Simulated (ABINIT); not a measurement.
# SnO2 (Cassiterite): G0W0 on several meshes in ABINIT

How does the mesh move the gap of SnO2 (Cassiterite)?

Method: PBE and many-body steps on it, plane waves, in ABINIT 10.8.3.

Report form: the programs' logs are mostly left out.

### 1. Set-up

The structure is tetragonal, space group P4_2/mnm (No. 136). Conventional cell: a = 4.738 Å, b = 4.738 Å, c = 3.187 Å, α = 90.00°, β = 90.00°, γ = 90.00°. Nearest to Sn lie 6 O at 2.05 to 2.06 Å. Nearest to O lie 3 Sn at 2.05 to 2.06 Å. Farther neighbours and most contacts between anions are not listed.

The cell and positions come from the Crystallography Open Database and are kept as given unless a step says otherwise.

### 2. Empty states on the mesh, 2×2×4 mesh, 436 bands

This step: ABINIT 10.8.3; DFT, PBE, plane waves, norm-conserving pseudopotentials.

The sums over transitions need many empty states on a uniform mesh; this step solves for them.

The input, run.abi:

```
acell 3*1.0 Angstrom
rprim 
  4.738000000000 0.000000000000 0.000000000000
  0.000000000000 4.738000000000 0.000000000000
  0.000000000000 0.000000000000 3.186500000000
ntypat 2
znucl 50 8
natom 6
typat 1 1 2 2 2 2
xred 
  0.000000000000 0.000000000000 0.000000000000
  0.500000000000 0.500000000000 0.500000000000
  0.307100000000 0.307100000000 0.000000000000
  0.192900000000 0.807100000000 0.500000000000
  0.692900000000 0.692900000000 0.000000000000
  0.807100000000 0.192900000000 0.500000000000
pp_dirpath "pseudos"
pseudos "Sn.upf, O.upf"
ecut 42
ngkpt 2 2 4
nshiftk 1
shiftk 0 0 0
kptopt 1
chksymbreak 0
iscf -2
irdden 1
istwfk *1
nband 436
nbdbuf 38
tolwfr 1e-09
nstep 60
prtvol 0
indata_prefix "in"
outdata_prefix "out"
tmpdata_prefix "tmp"
```

Command:

```bash
OMP_NUM_THREADS=1 mpirun -n 8 abinit run.abi > log
```

Wall time 7.5 min (8 MPI ranks of Arm Neoverse V1, shared host); peak memory 0.94 GiB; 60 min of CPU time.

Numbers from this step:

* gap: 1.284 eV
* k of the valence top: 0, 0, 0
* k of the conduction bottom: 0, 0, 0
* least direct gap: 1.284 eV
* k points computed: 9
* lowest point of the top converged band, above the valence top: 158.8982 eV

On this mesh the gap is 1.284 eV.

The density comes from a self-consistent run that is not shown.

### 3. Screening, 2×2×4 mesh, 106 bands, screening to 93.3 eV

The RPA dielectric matrix is built and inverted for each q.

This step: RPA screening on PBE, plane waves, norm-conserving pseudopotentials.

Changes to run.abi since step 2:

```diff
@@ -24,10 +24,11 @@
 chksymbreak 0
-iscf -2
-irdden 1
 istwfk *1
-nband 436
-nbdbuf 38
-tolwfr 1e-09
-nstep 60
-prtvol 0
+occopt 1
+irdwfk 1
+optdriver 3
+nband 106
+ecuteps 3.43
+inclvkb 2
+awtr 1
+symchi 1
 indata_prefix "in"
```

Elapsed: 32 s, on 8 MPI ranks; peak memory 2.5 GiB.

Numbers from this step:

| Item | Value |
| --- | --- |
| ε∞ with local fields, on this mesh, along the program's q direction | 5.138 |
| the same without local fields | 5.346 |
| plasma frequency | 36.20 eV |
| plane waves in the screening matrix | 161 |

Local fields lower ε∞ by 4 %. On a Γ-centred mesh this coarse the value itself is usually too large, while a short band sum pulls it down.

### 4. 2×2×4

The self-energy is evaluated for the states that the input lists, and the levels follow from it, in one-shot runs by the linearised quasiparticle equation.

This step: G0W0 on PBE, plane waves, norm-conserving pseudopotentials.

Changes to run.abi since step 3:

```diff
@@ -27,8 +27,25 @@
 irdwfk 1
-optdriver 3
+optdriver 4
 nband 106
+gwcalctyp 0
+ecutsigx 42
+symsigma 1
+nkptgw 6
+kptgw 
+  0.0000000000 0.0000000000 0.0000000000
+  0.5000000000 0.0000000000 0.0000000000
+  0.5000000000 0.5000000000 0.0000000000
+  0.0000000000 0.0000000000 0.5000000000
+  0.5000000000 0.0000000000 0.5000000000
+  0.5000000000 0.5000000000 0.5000000000
+bdgw 
+  32 36
+  33 36
+  33 36
+  33 36
+  33 36
+  33 36
 ecuteps 3.43
-inclvkb 2
-awtr 1
-symchi 1
+irdscr 1
+ppmodel 1
 indata_prefix "in"
```

Run time: 9.9 s. Hardware: 8 MPI ranks; peak memory 1.6 GiB; 78 s of CPU time.

Numbers from this step:

* G0W0 gap on the mesh: 2.652 eV
* starting gap on the mesh: 1.284 eV
* k of the valence top: 0, 0, 0
* k of the conduction bottom: 0, 0, 0
* Z at the valence top: 0.794
* Z at the conduction bottom: 0.846
* least direct G0W0 gap on the computed points: 2.652 eV

The gap on the mesh goes from 1.28 eV to 2.65 eV, a correction of +1.37 eV.

### 5. Empty states on the mesh, 2×2×2 mesh, 116 bands

This step: DFT, PBE, plane waves, norm-conserving pseudopotentials.

The input, run.abi:

```
acell 3*1.0 Angstrom
rprim 
  4.738000000000 0.000000000000 0.000000000000
  0.000000000000 4.738000000000 0.000000000000
  0.000000000000 0.000000000000 3.186500000000
ntypat 2
znucl 50 8
natom 6
typat 1 1 2 2 2 2
xred 
  0.000000000000 0.000000000000 0.000000000000
  0.500000000000 0.500000000000 0.500000000000
  0.307100000000 0.307100000000 0.000000000000
  0.192900000000 0.807100000000 0.500000000000
  0.692900000000 0.692900000000 0.000000000000
  0.807100000000 0.192900000000 0.500000000000
pp_dirpath "pseudos"
pseudos "Sn.upf, O.upf"
ecut 42
ngkpt 2 2 2
nshiftk 1
shiftk 0 0 0
kptopt 1
chksymbreak 0
iscf -2
irdden 1
istwfk *1
nband 116
nbdbuf 10
tolwfr 1e-09
nstep 60
prtvol 0
indata_prefix "in"
outdata_prefix "out"
tmpdata_prefix "tmp"
```

Command:

```bash
OMP_NUM_THREADS=1 mpirun -n 6 abinit run.abi > log
```

Wall time 23 s (6 MPI ranks); peak memory 0.51 GiB.

Numbers from this step:

* gap: 1.284 eV
* k of the valence top: 0, 0, 0
* k of the conduction bottom: 0, 0, 0
* least direct gap: 1.284 eV
* k points computed: 6
* lowest point of the top converged band, above the valence top: 49.73 eV

On this mesh the gap is 1.284 eV.

### 6. Screening, 2×2×2 mesh, 106 bands, screening to 93.3 eV

This step: RPA screening on PBE, plane waves, norm-conserving pseudopotentials.

Changes to run.abi since step 5:

```diff
@@ -24,10 +24,11 @@
 chksymbreak 0
-iscf -2
-irdden 1
 istwfk *1
-nband 116
-nbdbuf 10
-tolwfr 1e-09
-nstep 60
-prtvol 0
+occopt 1
+irdwfk 1
+optdriver 3
+nband 106
+ecuteps 3.43
+inclvkb 2
+awtr 1
+symchi 1
 indata_prefix "in"
```

Command:

```bash
OMP_NUM_THREADS=1 mpirun -n 8 abinit run.abi > log
```

Elapsed: 17 s, on 8 MPI ranks; peak memory 1.9 GiB; 2.2 min of CPU time.

This step gave:

```yaml
eps_infinity_with_local_fields_on_this_mesh_along_the_program_s_q_direction: 6.870
the_same_without_local_fields: 7.183
plasma_frequency: 36.20 eV
plane_waves_in_the_screening_matrix: 161
```

### 7. 2×2×2

This step: G0W0 on PBE, plane waves, norm-conserving pseudopotentials.

Changes to run.abi since step 6:

```diff
@@ -27,8 +27,25 @@
 irdwfk 1
-optdriver 3
+optdriver 4
 nband 106
+gwcalctyp 0
+ecutsigx 42
+symsigma 1
+nkptgw 6
+kptgw 
+  0.0000000000 0.0000000000 0.0000000000
+  0.5000000000 0.0000000000 0.0000000000
+  0.5000000000 0.5000000000 0.0000000000
+  0.0000000000 0.0000000000 0.5000000000
+  0.5000000000 0.0000000000 0.5000000000
+  0.5000000000 0.5000000000 0.5000000000
+bdgw 
+  32 36
+  33 36
+  33 36
+  33 36
+  33 36
+  33 36
 ecuteps 3.43
-inclvkb 2
-awtr 1
-symchi 1
+irdscr 1
+ppmodel 1
 indata_prefix "in"
```

Wall time 7.5 s (8 MPI ranks); peak memory 1.4 GiB.

This step gave:

```
G0W0 gap on the mesh                         : 2.459 eV
starting gap on the mesh                     : 1.284 eV
k of the valence top                         : 0, 0, 0
k of the conduction bottom                   : 0, 0, 0
Z at the valence top                         : 0.794
Z at the conduction bottom                   : 0.844
least direct G0W0 gap on the computed points : 2.459 eV
```

Against G0W0 in ABINIT (2×2×4 mesh, 106 bands, screening to 93.3 eV, Godby-Needs plasmon pole), the gap moves by −0.193 eV.

### 8. The runs together

Times are wall times on 8 MPI ranks of Arm Neoverse V1, shared host, good to a factor of about two. A run's time includes the screening step that it read.

```
  run   mesh  bands  screening cutoff (eV)  DFT gap (eV)  gap on the mesh (eV)  direct (eV)  ε∞ used  time
2×2×4  2×2×4    106                   93.3         1.284                 2.652        2.652     5.14  42 s
2×2×2  2×2×2    106                   93.3         1.284                 2.459        2.459     6.87  24 s
```

### 9. Outcome

```json
{
 "2×2×4": "2.652 eV",
 "2×2×2": "2.459 eV",
 "known limits": "not at the basis limit; no spin-orbit coupling; coarse k mesh"
}
```

In words: 2×2×2: −0.193 eV against 2×2×4. Bands and cutoff are finite, so the gap is not at the basis limit. The miss can reach some tenths of an eV and take either sign; the mesh is an error of its own. The 2×2×4 mesh is coarse for this cell, which bears on the long-range parts of exchange and screening. The many-body steps are scalar-relativistic: spin-orbit coupling is not in them.

[Paths, hosts, dates, memory and timing lines, banners, echoed tables and standing remarks are left out of the program output.]

[Logs are printed without paths, hosts, clocks, repeated set-up lines and the standing remarks that a program may print on its own settings, such as how far it seeks lower states.]

[Runs of the session that timed out or met a known fault of the program may be left out.]

[Hosts, paths, dates, database ids (printed as entryN), source tags and the programs' standing remarks are cut or masked in the printed files.]

[G0W0 gaps are taken among the corrected bands and points alone; a level outside them can change the order at an edge.]

[Where Ansatz stands beside ABINIT at settings called matched, ABINIT's density can come from a denser mesh and the files from another edition; pairs whose starting gaps differed by over 0.03 eV were left out, so agreement reads better than it is.]
